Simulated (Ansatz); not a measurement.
# PbSO (model structure): optical spectrum from first principles

What colour and refractive index does PbSO (model structure) have at this level of theory? The structure is a model built here, which may or may not match a known phase. It was built so: 2 of the 4 O atoms of the cell replaced by S in the P4_2/mnm structure of PbO2.

Calculated with Ansatz 0.2.0; DFT, PBE, plane-wave PAW, default files, scalar-relativistic, independent-particle optical response without local fields.

**1. The starting structure**

Symmetry: Pmn2_1, No. 31, orthorhombic system. Conventional cell: a = 3.816 Å, b = 5.584 Å, c = 5.584 Å, α = 90.00°, β = 90.00°, γ = 90.00°. Nearest to Pb lie 3 S at 2.43 to 2.44 Å and 3 O at 2.43 to 2.44 Å. S has 3 Pb at 2.43 to 2.44 Å nearest. Nearest to O lie 3 Pb at 2.43 to 2.44 Å. 2 of the 4 O atoms of the cell replaced by S in the P4_2/mnm structure of PbO2. Farther neighbours and most contacts between anions are not listed.

**2. Relaxation**

Spectra hang on bond lengths, so the cell is first brought to its minimum.

This step: DFT, PBE, plane-wave PAW, default files, scalar-relativistic, relaxation (Ansatz 0.2.0).

The input, input.yaml:

```yaml
crystal:
  lattice:
    - [5.58365421, 0.0, 0.0]
    - [0.0, 5.58365421, 0.0]
    - [0.0, 0.0, 3.81565284]
  atoms:
    - { symbol: Pb, position: [0.5, 0.5, 0.5] }
    - { symbol: Pb, position: [0.0, 0.0, 0.0] }
    - { symbol: S, position: [0.8072, 0.1928, 0.5] }
    - { symbol: S, position: [0.6928, 0.6928, 0.0] }
    - { symbol: O, position: [0.1928, 0.8072, 0.5] }
    - { symbol: O, position: [0.3072, 0.3072, 0.0] }
kpoints:
  mp_grid: { grid: [4, 4, 6] }
scf:
  occupations: { method: fermi_dirac, width: 0.05 }
hamiltonian:
  xc: pbe
  pseudopotentials: { kind: paw }
output:
  forces: true
  stress: true
relax:
  f_tol: 0.02
  max_steps: 50
  cell: {}
```

The run is started by

```console
$ ansatz run input.yaml --threads 2 --pin off --max-ram 5120MiB --backend cpu --events-out ev --progress --plain --runs-dir out
```

Numbers of over 12 decimals in the logs are rounded to 6 here.

Log:

```text
Engine: ansatz 0.2.0, aarch64-unknown-linux-gnu
Pseudopotentials: kind: paw
Pseudopotential: Pb, paw, valence charge 14, recommended cutoff 420 eV (normal), Pb.paw.azcp
Pseudopotential: S, paw, valence charge 6, recommended cutoff 420 eV (normal), S.paw.azcp
Pseudopotential: O, paw, valence charge 6, recommended cutoff 420 eV (normal), O.paw.azcp
Functional definition: PBE
  parameter kappa = 0.804
  parameter beta = 0.066725
  exchange = pbe_x(kappa = kappa, mu = beta*pi^2/3)
  correlation = pbe_c(beta = beta)
Crystal: 6 atoms, lattice volume = 118.961 Å³
Basis set: ecut = 420 eV, 2305 PW (Γ), exchange–correlation on 80×80×54 points (8 copies of the dense FFT grid, shifted against one another)
Bands: 32, of which v1, the nominal top of the filled ones, is band 26 counted from 1 (25 counted from 0)
Symmetry: 4 space group operations
Space group: Pmn21 (ITA 31), of the structure as read, at distance tolerance 4.9e-5 Å
k-points: 36 of 96 (time reversal used)
Non-local potential: Pb, projectors of the file, l = 0: 2, l = 1: 2, l = 2: 2, l = 3: 2
Non-local potential: S, projectors of the file, l = 0: 2, l = 1: 2, l = 2: 2
Non-local potential: O, projectors of the file, l = 0: 2, l = 1: 2, l = 2: 1
PAW form: soft (Blöchl's): semilocal exchange-correlation on the pseudo side does not see the compensation charge
PAW one-centre angular grid: Pb, 590 points (default); XC on 64 Gauss nodes
PAW one-centre angular grid: S, 110 points (default); XC on 64 Gauss nodes
PAW one-centre angular grid: O, 110 points (default); XC on 64 Gauss nodes
Initial density: superposition of atomic densities (neutral atoms: chi_scale 0, normalization atom), corrected by the library's trained network
Initial wavefunctions: pseudopotential atomic-orbital guess
Functional: x = pbe(κ = 0.804, μ = 0.219515), c = pbe(β = 0.066725)
SCF iter   1: F=—  HF=-26746.426749 eV  |F-HF|=—  |Δ(HF+E_count)|=         —  Δρ=4.40e-3  dr2=1.43e-2  ethr=1.77e-3  ⟨swp⟩=8.0  Hψ=5892  notcnv=0  defer=1
preconditioner: auto → LDOS  [metal: Δε(μ)=0.036 eV  Ē_g=14.119 eV  σ=0.050 eV  W_gap=0.17  n_scr=30 (ndim 8)  ℏωp=24.6 eV  f_vac=0.052  D(μ)=1.21/eV (n_scr^D=4)  β→1.0]
SCF iter   2: F=—  HF=-26746.427564 eV  |F-HF|=—  |Δ(HF+E_count)|=   8.15e-4  Δρ=1.98e-3  dr2=6.94e-3  ethr=2.75e-5  ⟨swp⟩=2.5  Hψ=2582  notcnv=0  defer=41
SCF iter   3: F=—  HF=-26746.425540 eV  |F-HF|=—  |Δ(HF+E_count)|=   2.02e-3  Δρ=4.32e-4  dr2=4.03e-4  ethr=1.33e-5  ⟨swp⟩=2.0  Hψ=2216  notcnv=0  defer=41
SCF iter   4: F=—  HF=-26746.425430 eV  |F-HF|=—  |Δ(HF+E_count)|=   1.10e-4  Δρ=8.68e-5  dr2=9.70e-6  ethr=7.76e-7  ⟨swp⟩=2.0  Hψ=2019  notcnv=0  defer=41
SCF iter   5: F=—  HF=-26746.425410 eV  |F-HF|=—  |Δ(HF+E_count)|=   1.96e-5  Δρ=3.54e-5  dr2=1.69e-6  ethr=1.87e-8  ⟨swp⟩=2.0  Hψ=2050  notcnv=0  defer=41
SCF iter   6: F=-26746.425410 eV  HF=-26746.425410 eV  |F-HF|=2.56e-9  |Δ(HF+E_count)|=   1.04e-7  Δρ=8.84e-6  dr2=8.04e-8  ethr=1.92e-10  ⟨swp⟩=3.8  Hψ=5323  notcnv=0
SCF 1 converged in 6 iterations: F = -26746.425410 eV  dr2 = 8.04e-8
  greatest PAW one-centre occupation: 0.983 electrons in one spin orbital (limit 2), on the Pb atom at site 1 (counted from 0), in its partial waves of l = 2
relax step   1: F+E_penalty+E_count = -26746.42541001 eV  Δ(F+E_penalty+E_count) = +0.000e0 eV  max|allowed force component| = 4.829e0 eV/Å  Δτ_max = 0.0000 Å  P = +6.808 GPa  Ω = 118.961 Å³  (6 SCF iters, dr2 threshold 1.00e-7 eV, accepted)
Crystal: 6 atoms, lattice volume = 120.982 Å³
Basis set: ecut = 420 eV, 2401 PW (Γ), exchange–correlation on 80×80×54 points (8 copies of the dense FFT grid, shifted against one another)
Initial density: handed on by an earlier stage of this run
Initial wavefunctions: those handed on with the density
iter 1 solved again at ethr=4.02e-4 eV; its pass at ethr=3.10e-3 eV (dr2=2.09e-1 eV) is discarded
SCF iter   1: F=—  HF=-26747.890597 eV  |F-HF|=—  |Δ(HF+E_count)|=         —  Δρ=1.68e-2  dr2=2.09e-1  ethr=4.02e-4  ⟨swp⟩=1.6  Hψ=7630  notcnv=0
preconditioner: auto → LDOS  [metal: Δε(μ)=0.070 eV  Ē_g=14.065 eV  σ=0.050 eV  W_gap=0.32  n_scr=30 (ndim 8)  ℏωp=24.3 eV  f_vac=0.040  D(μ)=2.25/eV (n_scr^D=10)  β→1.0]
SCF iter   2: F=—  HF=-26747.846711 eV  |F-HF|=—  |Δ(HF+E_count)|=   4.39e-2  Δρ=7.58e-3  dr2=6.30e-2  ethr=4.01e-4  ⟨swp⟩=3.0  Hψ=2481  notcnv=0
SCF iter   3: F=—  HF=-26747.824049 eV  |F-HF|=—  |Δ(HF+E_count)|=   2.27e-2  Δρ=1.77e-3  dr2=6.24e-3  ethr=1.21e-4  ⟨swp⟩=3.0  Hψ=2456  notcnv=0
SCF iter   4: F=—  HF=-26747.822571 eV  |F-HF|=—  |Δ(HF+E_count)|=   1.48e-3  Δρ=5.37e-4  dr2=3.46e-4  ethr=1.20e-5  ⟨swp⟩=2.0  Hψ=2080  notcnv=0
SCF iter   5: F=—  HF=-26747.822609 eV  |F-HF|=—  |Δ(HF+E_count)|=   3.77e-5  Δρ=1.48e-4  dr2=2.37e-5  ethr=6.66e-7  ⟨swp⟩=2.2  Hψ=1985  notcnv=0
SCF iter   6: F=—  HF=-26747.822615 eV  |F-HF|=—  |Δ(HF+E_count)|=   5.76e-6  Δρ=3.79e-5  dr2=1.78e-6  ethr=4.56e-8  ⟨swp⟩=2.0  Hψ=2019  notcnv=0
SCF iter   7: F=-26747.822616 eV  HF=-26747.822616 eV  |F-HF|=5.90e-8  |Δ(HF+E_count)|=   6.52e-7  Δρ=1.30e-5  dr2=1.75e-7  ethr=1.15e-9  ⟨swp⟩=5.3  Hψ=4516  notcnv=0
SCF 2 converged in 7 iterations: F = -26747.822616 eV  dr2 = 1.75e-7
  greatest PAW one-centre occupation: 0.984 electrons in one spin orbital (limit 2), on the Pb atom at site 1 (counted from 0), in its partial waves of l = 2
relax step   2: F+E_penalty+E_count = -26747.82261564 eV  Δ(F+E_penalty+E_count) = -1.397e0 eV  max|allowed force component| = 2.176e0 eV/Å  Δτ_max = 0.1950 Å  P = +1.758 GPa  Ω = 120.982 Å³  energy of the carried Pulay correction = -2.668e-3 eV  (7 SCF iters, dr2 threshold 6.00e-7 eV, accepted)
Crystal: 6 atoms, lattice volume = 122.642 Å³
Basis set: ecut = 420 eV, 2393 PW (Γ), exchange–correlation on 80×80×54 points (8 copies of the dense FFT grid, shifted against one another)
iter 1 solved again at ethr=1.25e-4 eV; its pass at ethr=3.10e-3 eV (dr2=6.52e-2 eV) is discarded
SCF iter   1: F=—  HF=-26748.188069 eV  |F-HF|=—  |Δ(HF+E_count)|=         —  Δρ=9.52e-3  dr2=6.52e-2  ethr=1.25e-4  ⟨swp⟩=1.8  Hψ=7951  notcnv=0
preconditioner: auto → LDOS  [metal: Δε(μ)=0.107 eV  Ē_g=13.962 eV  σ=0.050 eV  W_gap=0.49  n_scr=30 (ndim 8)  ℏωp=24.2 eV  f_vac=0.044  D(μ)=1.53/eV (n_scr^D=4)  β→1.0]
SCF iter   2: F=—  HF=-26748.185748 eV  |F-HF|=—  |Δ(HF+E_count)|=   2.32e-3  Δρ=5.36e-3  dr2=4.13e-2  ethr=1.25e-4  ⟨swp⟩=2.3  Hψ=2323  notcnv=0
SCF iter   3: F=—  HF=-26748.179072 eV  |F-HF|=—  |Δ(HF+E_count)|=   6.68e-3  Δρ=1.73e-3  dr2=4.83e-3  ethr=7.95e-5  ⟨swp⟩=3.0  Hψ=2305  notcnv=0
SCF iter   4: F=—  HF=-26748.178449 eV  |F-HF|=—  |Δ(HF+E_count)|=   6.23e-4  Δρ=2.91e-4  dr2=1.46e-4  ethr=9.29e-6  ⟨swp⟩=1.9  Hψ=1355  notcnv=0
[...]
relax step  32: F+E_penalty+E_count = -26748.48819864 eV  Δ(F+E_penalty+E_count) = +2.032e-4 eV  max|allowed force component| = 2.788e-2 eV/Å  Δτ_max = 0.0209 Å  P = +0.089 GPa  Ω = 138.176 Å³  energy of the carried Pulay correction = -6.200e-3 eV  (7 SCF iters, dr2 threshold 1.84e-8 eV, accepted)
relax step  33: F+E_penalty+E_count = -26748.48843256 eV  Δ(F+E_penalty+E_count) = -2.339e-4 eV  max|allowed force component| = 9.186e-3 eV/Å  Δτ_max = 0.0062 Å  P = -0.009 GPa  Ω = 138.095 Å³  energy of the carried Pulay correction = -6.101e-3 eV  (6 SCF iters, dr2 threshold 4.86e-8 eV, accepted)
relax step  34: F+E_penalty+E_count = -26748.49967817 eV  Δ(F+E_penalty+E_count) = -1.125e-2 eV  max|allowed force component| = 9.685e-3 eV/Å  Δτ_max = 0.0000 Å  P = +0.110 GPa  Ω = 138.095 Å³  stress off target by 2.70e-1 GPa  SCF on the basis re-selected at this cell (its energy is not comparable with the rows above)  (7 SCF iters)
relax step  35: F+E_penalty+E_count = -26748.49837536 eV  Δ(F+E_penalty+E_count) = +1.303e-3 eV  max|allowed force component| = 8.883e-2 eV/Å  Δτ_max = 0.0330 Å  P = -0.216 GPa  Ω = 140.170 Å³  energy of the carried Pulay correction = -2.613e-3 eV  (7 SCF iters, dr2 threshold 1.82e-7 eV, accepted)
relax step  36: F+E_penalty+E_count = -26748.49972168 eV  Δ(F+E_penalty+E_count) = -1.346e-3 eV  max|allowed force component| = 3.573e-2 eV/Å  Δτ_max = 0.0147 Å  P = +0.005 GPa  Ω = 140.725 Å³  energy of the carried Pulay correction = -3.407e-3 eV  (6 SCF iters, dr2 threshold 4.93e-7 eV, accepted)
relax step  37: F+E_penalty+E_count = -26748.49866648 eV  Δ(F+E_penalty+E_count) = +1.055e-3 eV  max|allowed force component| = 3.855e-2 eV/Å  Δτ_max = 0.0212 Å  P = +0.026 GPa  Ω = 141.721 Å³  energy of the carried Pulay correction = -4.824e-3 eV  (7 SCF iters, dr2 threshold 7.98e-8 eV, accepted)
relax step  38: F+E_penalty+E_count = -26748.49795302 eV  Δ(F+E_penalty+E_count) = +7.135e-4 eV  max|allowed force component| = 1.839e-2 eV/Å  Δτ_max = 0.0123 Å  P = -0.110 GPa  Ω = 142.196 Å³  energy of the carried Pulay correction = -5.486e-3 eV  (6 SCF iters, dr2 threshold 9.29e-8 eV, rejected (line search))
relax step  39: F+E_penalty+E_count = -26748.49883348 eV  Δ(F+E_penalty+E_count) = -1.670e-4 eV  max|allowed force component| = 7.606e-3 eV/Å  Δτ_max = 0.0059 Å  P = +0.017 GPa  Ω = 141.691 Å³  energy of the carried Pulay correction = -4.783e-3 eV  (8 SCF iters, accepted)
relax step  40: F+E_penalty+E_count = -26748.49866642 eV  Δ(F+E_penalty+E_count) = +1.671e-4 eV  max|allowed force component| = 1.004e-3 eV/Å  Δτ_max = 0.0019 Å  P = -0.004 GPa  Ω = 141.826 Å³  energy of the carried Pulay correction = -4.971e-3 eV  (6 SCF iters, dr2 threshold 8.11e-9 eV, accepted)
relax step  41: F+E_penalty+E_count = -26748.50483809 eV  Δ(F+E_penalty+E_count) = -6.172e-3 eV  max|allowed force component| = 8.231e-4 eV/Å  Δτ_max = 0.0000 Å  P = +0.017 GPa  Ω = 141.826 Å³  stress off target by 8.92e-2 GPa  SCF on the basis re-selected at this cell (its energy is not comparable with the rows above)  (6 SCF iters)
relax step  42: F+E_penalty+E_count = -26748.50444550 eV  Δ(F+E_penalty+E_count) = +3.926e-4 eV  max|allowed force component| = 4.214e-3 eV/Å  Δτ_max = 0.0145 Å  P = +0.010 GPa  Ω = 142.551 Å³  energy of the carried Pulay correction = -8.632e-4 eV  (7 SCF iters, dr2 threshold 1.99e-8 eV, accepted)
relax step  43: F+E_penalty+E_count = -26748.50385154 eV  Δ(F+E_penalty+E_count) = +5.940e-4 eV  max|allowed force component| = 1.111e-2 eV/Å  Δτ_max = 0.0098 Å  P = -0.015 GPa  Ω = 143.070 Å³  energy of the carried Pulay correction = -1.511e-3 eV  (9 SCF iters, accepted)
iter 1 solved again at ethr=1.88e-7 eV; its pass at ethr=3.10e-3 eV (dr2=9.76e-5 eV) is discarded
SCF iter   1: F=—  HF=-26748.505281 eV  |F-HF|=—  |Δ(HF+E_count)|=         —  Δρ=7.61e-5  dr2=8.16e-7  ethr=1.88e-7  ⟨swp⟩=3.3  Hψ=8965  notcnv=0
preconditioner: auto → Resta (q_TF=auto, 2.305 Å⁻¹)  ε∞=3.6  [insulator: Δε(μ)=0.156 eV  Ē_g=13.872 eV  σ=0.050 eV  W_gap=0.62  n_scr=32 (ndim 8)  ℏωp=22.4 eV  f_vac=0.119  D(μ)=0.29/eV (n_scr^D=0)  ε∞_Penn≈3.6]
SCF iter   2: F=—  HF=-26748.505401 eV  |F-HF|=—  |Δ(HF+E_count)|=   1.19e-4  Δρ=3.87e-5  dr2=3.99e-7  ethr=1.57e-9  ⟨swp⟩=2.4  Hψ=2111  notcnv=0
SCF iter   3: F=—  HF=-26748.505430 eV  |F-HF|=—  |Δ(HF+E_count)|=   2.98e-5  Δρ=1.93e-5  dr2=1.64e-7  ethr=7.68e-10  ⟨swp⟩=2.0  Hψ=1513  notcnv=0
SCF iter   4: F=—  HF=-26748.505437 eV  |F-HF|=—  |Δ(HF+E_count)|=   7.09e-6  Δρ=1.32e-6  dr2=4.89e-10  ethr=3.15e-10  ⟨swp⟩=2.0  Hψ=1721  notcnv=0
SCF iter   5: F=-26748.505437 eV  HF=-26748.505437 eV  |F-HF|=1.20e-10  |Δ(HF+E_count)|=   1.06e-8  Δρ=3.33e-7  dr2=5.75e-11  ethr=1.00e-12  ⟨swp⟩=6.1  Hψ=4761  notcnv=0
SCF 44 converged in 5 iterations: F = -26748.505437 eV  dr2 = 5.75e-11
relax step  44: F+E_penalty+E_count = -26748.50543746 eV  Δ(F+E_penalty+E_count) = -1.586e-3 eV  max|allowed force component| = 1.117e-2 eV/Å  Δτ_max = 0.0000 Å  P = -0.011 GPa  Ω = 143.070 Å³  stress off target by 2.52e-2 GPa  SCF on the basis re-selected at this cell (its energy is not comparable with the rows above)  (5 SCF iters)
basis re-selected at this cell: Δ(F+E_penalty+E_count) = -1.586e-3 eV, ΔP = +0.005 GPa vs the last step (what re-selecting the basis moved, of the pressure what is left beyond the Pulay correction that the steps carried, after the strain that the cell walked since its last selection, with what the two solves' SCF thresholds leave and, on support functions, any second-order correction that the steps lacked; it is no m [...]
SCF converged after 5 iterations
Free energy (F): -26748.505437 eV
Harris-Foulkes:  -26748.505437 eV  (|F-HF|=1.20e-10)
Internal energy: -26748.502199 eV  (E = F + TS)
E sigma→0 (E₀):  -26748.503818 eV
Entropy (-TS):   -0.003238 eV (-0.540 meV/atom)
Fermi energy:    4.849586 eV
--- Per-component energies (eV) ---
  E_band       = -261.204629
  E_kinetic    = 1135.883404
  E_local      = -4679.884722  (includes V_loc(G=0)·N_el)
  E_nonlocal   = 860.384365
  E_hartree    = 1906.102489
  E_xc         = -773.890386
  E_vxc        = -616.480775  (∫ρ·V_xc dr)
  E_paw        = -22342.055833  (= ΣΔE_a)
  E_vpaw       = -773.316648  (= ΣTr[D̂ρ^β])
  E_aug_tail   = 0.004832  (compensation charges beyond the density's cutoff)
  E_ewald      = -2855.046348
  E_smearing   = -0.003238  (= −TS)
  E_closure    = 0.000000  (closes the sum)
  Σ components = -26748.505437   (vs F -26748.505437, Δ=0.00e0)
--- Forces (eV/Å), atoms counted from 1 ---
  atom   1  Pb     0.01042770    -0.00223436     0.00000000
  atom   2  Pb    -0.01042770    -0.00223436     0.00000000
  atom   3  S      0.01117278    -0.00436907     0.00000000
  atom   4  S     -0.01117278    -0.00436907     0.00000000
  atom   5  O     -0.00704889     0.00660264     0.00000000
  atom   6  O      0.00704889     0.00660264     0.00000000
  max |Σ_I F_I| component: 1.57e-6 eV/Å
--- Stress (GPa, compression-positive) ---
       -0.004997       0.000000       0.000000
        0.000000      -0.001986       0.000000
        0.000000       0.000000      -0.025177
  P = ⅓ Tr σ = -0.0107 GPa (-0.107 kbar)
--- Relaxed structure (38 steps of the walk, 37 accepted, 6 SCFs on fresh bases) ---
  F+E_penalty+E_count = -26748.50543746 eV   max|allowed force component| = 1.117e-2 eV/Å   (the final SCF, on the basis selected at the relaxed cell)
  cell:  # Å, volume = 143.0702 Å³
    - [7.784777, 0.0, 0.0]
    - [0.0, 5.100730, 0.0]
    - [0.0, 0.0, 3.603052]
  atoms:
    - { symbol: Pb, position: [0.411608, 0.527263, 0.5] }
    - { symbol: Pb, position: [0.088392, 0.027263, 0.0] }
    - { symbol: S, position: [0.874670, 0.164640, 0.5] }
    - { symbol: S, position: [0.625330, 0.664640, 0.0] }
    - { symbol: O, position: [0.202598, 0.808097, 0.5] }
    - { symbol: O, position: [0.297402, 0.308097, 0.0] }
```

The job ended after 5.7 min (2 threads of Arm Neoverse V2, shared host; peak memory 0.43 GiB).

Relaxation path (22 of 44):

| step | energy less that of the first step (eV) | largest force component (eV/Å) | pressure (GPa) | volume (Å³) |
| --- | --- | --- | --- | --- |
| 1 | 0.0000 | 4.8291 | 6.81 | 118.96 |
| 3 | -1.7529 | 1.3112 | 0.27 | 122.64 |
| 5 | -1.9707 | 0.0579 | -0.53 | 122.97 |
| 7 | -1.9840 | 0.0269 | 0.10 | 120.90 |
| 9 | -1.9854 | 0.0144 | 0.01 | 120.47 |
| 11* | -2.0109 | 0.0059 | 0.25 | 120.44 |
| 13 | -2.0190 | 0.0369 | -0.02 | 123.24 |
| 15 | -2.0175 | 0.0240 | -0.01 | 125.01 |
| 17 | -2.0171 | 0.0049 | 0.00 | 125.40 |
| 19* | -2.0325 | 0.0033 | 0.09 | 125.60 |
| 21 | -2.0360 | 0.0385 | 0.00 | 130.29 |
| 24 | -2.0348 | 0.0094 | 0.04 | 132.61 |
| 26 | -2.0337 | 0.0018 | 0.01 | 133.30 |
| 28 | -2.0614 | 0.0613 | -0.06 | 134.24 |
| 30 | -2.0623 | 0.0231 | -0.18 | 138.34 |
| 32 | -2.0628 | 0.0279 | 0.09 | 138.18 |
| 34* | -2.0743 | 0.0097 | 0.11 | 138.10 |
| 36 | -2.0743 | 0.0357 | 0.01 | 140.72 |
| 38 | -2.0725 | 0.0184 | -0.11 | 142.20 |
| 40 | -2.0733 | 0.0010 | 0.00 | 141.83 |
| 42 | -2.0790 | 0.0042 | 0.01 | 142.55 |
| 44* | -2.0800 | 0.0112 | -0.01 | 143.07 |

Relaxation steps marked * repeat the geometry before them on a plane-wave basis chosen anew for their cell, so energy and pressure can jump there. Other such steps can lie between the rows shown. Relaxation step 38 was tried and not accepted.

The run keeps the 4 symmetry operations that it works with, so distortions that break them were not tested.

| cell as run | before | after | change |
| --- | --- | --- | --- |
| a (Å) | 5.584 | 7.785 | +39.4 % |
| b (Å) | 5.584 | 5.101 | -8.6 % |
| c (Å) | 3.816 | 3.603 | -5.6 % |
| volume (Å³/atom) | 19.83 | 23.85 | +20.3 % |

The atoms that moved most (Å, as changes of fractional coordinates times the final cell):

| atom | dx | dy | dz | length |
| --- | --- | --- | --- | --- |
| Pb1 | -0.688 | 0.139 | 0.000 | 0.702 |
| Pb2 | 0.688 | 0.139 | 0.000 | 0.702 |
| S3 | 0.525 | -0.144 | 0.000 | 0.545 |
| S4 | -0.525 | -0.144 | 0.000 | 0.545 |
| O6 | -0.076 | 0.005 | 0.000 | 0.076 |
| O5 | 0.076 | 0.005 | 0.000 | 0.076 |

The relaxed structure:

```cif
data_structure
_symmetry_space_group_name_H-M 'P 1'
_symmetry_Int_Tables_number 1
_cell_length_a 7.7848
_cell_length_b 5.1007
_cell_length_c 3.6031
_cell_angle_alpha 90.000
_cell_angle_beta 90.000
_cell_angle_gamma 90.000
_cell_volume 143.07
loop_
_atom_site_label
_atom_site_type_symbol
_atom_site_fract_x
_atom_site_fract_y
_atom_site_fract_z
_atom_site_occupancy
Pb1 Pb 0.41161 0.52726 0.50000 1
Pb2 Pb 0.08839 0.02726 0.00000 1
S3 S 0.87467 0.16464 0.50000 1
S4 S 0.62533 0.66464 0.00000 1
O5 O 0.20260 0.80810 0.50000 1
O6 O 0.29740 0.30810 0.00000 1
```

The relaxation ends with a largest force component of 0.011 eV/Å and a pressure of -0.01 GPa.

[end of part 1 of 2]

[Logs are printed without paths, hosts, clocks, repeated set-up lines and the standing remarks that a program may print on its own settings, such as how far it seeks lower states.]

[Hosts, paths, dates, database ids (printed as entryN), source tags and the programs' standing remarks are cut or masked in the printed files.]
